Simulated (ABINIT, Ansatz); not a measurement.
Planning a run of ABINIT 10.8.3 on MgH2 (P4_2/mnm). The input:

```
acell 3*1.0 Angstrom
rprim 
  4.516800000000 0.000000000000 0.000000000000
  0.000000000000 4.516800000000 0.000000000000
  0.000000000000 0.000000000000 3.020500000000
ntypat 2
znucl 12 1
natom 6
typat 1 1 2 2 2 2
xred 
  0.000000000000 0.000000000000 0.000000000000
  0.500000000000 0.500000000000 0.500000000000
  0.306000000000 0.306000000000 0.000000000000
  0.194000000000 0.806000000000 0.500000000000
  0.694000000000 0.694000000000 0.000000000000
  0.806000000000 0.194000000000 0.500000000000
pp_dirpath "pseudos"
pseudos "Mg.upf, H.upf"
ecut 38
ngkpt 4 4 4
nshiftk 1
shiftk 0 0 0
kptopt 1
chksymbreak 0
istwfk *1
occopt 1
irdwfk 1
optdriver 99
bs_calctype 1
mbpt_sciss 1.973 eV
bs_loband 9
nband 18
bs_exchange_term 1
bs_coulomb_term 11
bs_coupling 0
bs_algorithm 1
bs_freq_mesh 0 13 0.1 eV
zcut 0.15 eV
ecuteps 4
ecutwfn 19
inclvkb 2
irdscr 1
indata_prefix "in"
outdata_prefix "out"
tmpdata_prefix "tmp"
```

```sh
OMP_NUM_THREADS=1 mpirun -n 4 abinit run.abi > log
```

Estimate wall time and host memory on 4 MPI ranks of Arm Neoverse N1, shared host.

It took 1.9 min; on shared hardware allow 57 s to 3.8 min. Peak host memory was 0.58 GiB.

The kernel grows as the square of the matrix size, and full diagonalisation as its cube.

[Paths, hosts, dates, memory and timing lines, banners, echoed tables and standing remarks are left out of the program output.]

[Logs are printed without paths, hosts, clocks, repeated set-up lines and the standing remarks that a program may print on its own settings, such as how far it seeks lower states.]

[Runs of the session that timed out or met a known fault of the program may be left out.]

[Hosts, paths, dates, database ids (printed as entryN), source tags and the programs' standing remarks are cut or masked in the printed files.]

[G0W0 gaps are taken among the corrected bands and points alone; a level outside them can change the order at an edge.]

[Where Ansatz stands beside ABINIT at settings called matched, ABINIT's density can come from a denser mesh and the files from another edition; pairs whose starting gaps differed by over 0.03 eV were left out, so agreement reads better than it is.]
